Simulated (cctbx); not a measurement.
## Occupancies in Na6CdS4

Cell a = 8.9190 Å, b = 8.9190 Å, c = 7.0060 Å, α = 90.00°, β = 90.00°, γ = 120.00°; space group P6_3mc (no. 186); nominal formula Na6CdS4.

The data are simulated with cctbx, not measured: Mo Kα, λ = 0.71073 Å, to d = 0.7 Å, 95 % of the full sphere, strongest reflection 20000 counts, noise from counting, a 3 % proportional error and a noise floor of 2 counts (s.d.); no absorption.

With every site full:

```text
Rint 0.035, 575 unique reflections to 0.70 A
cycle     R1     wR2    GooF  max shift (A)
   1  0.1418  0.3105  16.420   0.00280
   2  0.0118  0.0282   1.490   0.00000
final R1 0.0118 wR2 0.0282 GooF 1.490  parameters 24  data/parameter 24.0
atom        x        y        z      Ueq    occ   su(xyz)  su(Uiso or U11)
Cd1    0.66667  0.33333  0.73510   0.0055  1.000  0.00001  0.0001
S1     0.37173  0.18587  0.64375   0.0098  1.000  0.00009  0.0002
S2     0.33333  0.66667  0.59987   0.0018  1.000  0.00011  0.0002
Na2    0.52863  0.05727  0.36851   0.0057  1.000  0.00014  0.0002
Na3    0.14618  0.29236  0.52726  -0.0010  1.000  0.00011  0.0002  NPD
difference map: max 0.41 min -0.38 rms 0.08
Q1    0.1635  0.3270  0.5288    6    0.42  0.27 A from Na3
Q2    0.1664  0.3327  0.7270    6    0.36  1.43 A from Na3
Q3    0.1698  0.3397  0.1276    6    0.35  0.27 A from S1
Q4    0.1664  0.3327  0.3282    6    0.30  1.33 A from S1
Q5    0.0000  0.0000  0.4078    2    0.29  2.41 A from Na3
Q6    0.3333  0.6667  0.6567    2    0.27  0.40 A from S2
```

With the occupancies of the suspect sites free, each still typed as its main element:

```text
Rint 0.035, 575 unique reflections to 0.70 A
cycle     R1     wR2    GooF  max shift (A)
   1  0.0731  0.1674   8.868   0.00042
  11  0.0081  0.0186   0.987   0.00004
final R1 0.0081 wR2 0.0186 GooF 0.984  parameters 26  data/parameter 22.1
atom        x        y        z      Ueq    occ   su(xyz)  su(Uiso or U11)
Cd1    0.66667  0.33333  0.73510   0.0049  0.956  0.00001  0.0001
S1     0.37177  0.18588  0.64379   0.0110  1.000  0.00006  0.0001
S2     0.33333  0.66667  0.59984   0.0030  1.000  0.00007  0.0002
Na2    0.52862  0.05724  0.36849   0.0070  1.000  0.00009  0.0002
Na3    0.14629  0.29257  0.52729   0.0013  1.030  0.00008  0.0002  NPD
su of occupancy Cd1: 0.002
su of occupancy Na3: 0.005
difference map: max 0.18 min -0.19 rms 0.04
Q1    0.0000  0.0000  0.4081    2    0.19  2.41 A from Na3
Q2    0.1676  0.3352  0.7196    6    0.18  1.39 A from Na3
Q3    0.1129  0.2258  0.7210    6    0.16  1.45 A from Na3
Q4    0.2920  0.5841  0.6425    6    0.13  0.70 A from S2
Q5    0.1748  0.3495  0.5514    6    0.13  0.47 A from Na3
Q6    0.1714  0.3428  0.9061    6    0.12  1.68 A from S1
```

**Question.** What is the disorder?

X-rays count electrons. Cd1 refines to 0.956(0.002), or 45.9 electrons; the site truly holds 0.95 Cd and 0.05 Na, 46.1 electrons, which is 0.961 of Cd; Na3 refines to 1.030(0.005), or 11.3 electrons; the site truly holds 0.9833 Na and 0.0167 Cd, 11.6 electrons, which is 1.056 of Na. A value under 1 can't tell vacancies from a lighter guest, and one over 1 needs a heavier guest; chemistry or a second radiation must settle which. Occupancy correlates with U and the scale, and the two elements' form factors differ in shape, so the match is approximate.

Freeing them takes R1 from 0.0118 to 0.0081 and GooF from 1.49 to 0.98.

The model was made for the exercise: a known structure type with other elements put in, its volume estimated, not relaxed; displacement parameters are assumed.

[Middle refinement cycles are left out of these outputs.]

[Logs are printed without paths, hosts, clocks, repeated set-up lines and the standing remarks that a program may print on its own settings, such as how far it seeks lower states.]
